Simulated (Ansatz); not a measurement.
Rows from a G0W0 calculation on GeH (hydrogen-terminated (111) film, 2 layers) (Ansatz 0.2.0; G0W0 on PBEsol, plane waves, PAW; PAW set soft_1; 6×6×1 mesh, 631 empty bands, screening to 75 eV, PAW set soft_1 files), in eV. Spin-orbit coupling is left out.

```
row  k  band   start       Σx  Σc at the solution      Vxc
  A  Γ    c2  -1.062   -3.222              -2.545   -6.136
  B  Γ    c1  -3.618  -10.400              -3.191  -14.212
  C  Γ    v1  -4.844  -15.457               0.849  -14.137
```

Work out each quasiparticle level and how far it moved.

The quasiparticle equation reads E = start + Σx + Σc(E) − Vxc.

```
row  E (eV)  shift (eV)
  A  -0.692      +0.369
  B  -2.996      +0.622
  C  -5.315      −0.471
```

Limits: not at the basis limit; coarse mesh for a sheet; no spin-orbit coupling.

[Paths, hosts, dates, memory and timing lines, banners, echoed tables and standing remarks are left out of the program output.]

[Logs are printed without paths, hosts, clocks, repeated set-up lines and the standing remarks that a program may print on its own settings, such as how far it seeks lower states.]

[Runs of the session that timed out or met a known fault of the program may be left out.]

[Cells called generated may have been cut or substituted from an entry of the Crystallography Open Database or the Materials Project.]

[Hosts, paths, dates, database ids (printed as entryN), source tags and the programs' standing remarks are cut or masked in the printed files.]
